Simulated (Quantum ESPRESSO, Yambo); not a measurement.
Planning a run of Yambo 5.3.0 on SnO2 (Cassiterite). The input:

```
HF_and_locXC
gw0
dyson
ppa
em1d
rim_cut
RandQpts= 1000000
RandGvec= 1 RL
EXXRLvcs= 84 Ry
VXCRLvcs= 336 Ry
Chimod= "HARTREE"
% BndsRnXp
 1 | 88 |
%
NGsBlkXp= 8.5 Ry
% LongDrXp
 1 | 1 | 1 |
%
% GbndRnge
 1 | 88 |
%
DysSolver= "n"
ExtendOut
PPAPntXp= 27.21138 eV
% QPkrange
 1 | 1 | 33 | 36 |
%
```

```sh
OMP_NUM_THREADS=2 mpirun -n 4 yambo -F gw15.in -J gw15 -C gw15 > gw15.log
```

The stored states that it reads are on a 4×4×6 mesh. The structure is tetragonal, space group P4_2/mnm (No. 136). The conventional cell has a = 4.738 Å, b = 4.738 Å, c = 3.187 Å, α = 90.00°, β = 90.00°, γ = 90.00°. Sn has 6 O at 2.05 to 2.06 Å nearest. Nearest to O lie 3 Sn at 2.05 to 2.06 Å. Farther neighbours and most contacts between anions are not listed.

**Question.** Estimate wall time and host memory on 4 MPI ranks of Arm Neoverse V2, shared host.

It took 3.2 min; on shared hardware allow 97 s to 6.5 min. Peak host memory was 4.9 GiB.

The screening grows as filled bands × empty bands × pairs of k points, times the square of the screening basis for the matrix.

[Paths, hosts, dates, memory and timing lines, banners, echoed tables and standing remarks are left out of the program output.]

[Logs are printed without paths, hosts, clocks, repeated set-up lines and the standing remarks that a program may print on its own settings, such as how far it seeks lower states.]

[Runs of the session that timed out or met a known fault of the program may be left out.]

[Hosts, paths, dates, database ids (printed as entryN), source tags and the programs' standing remarks are cut or masked in the printed files.]
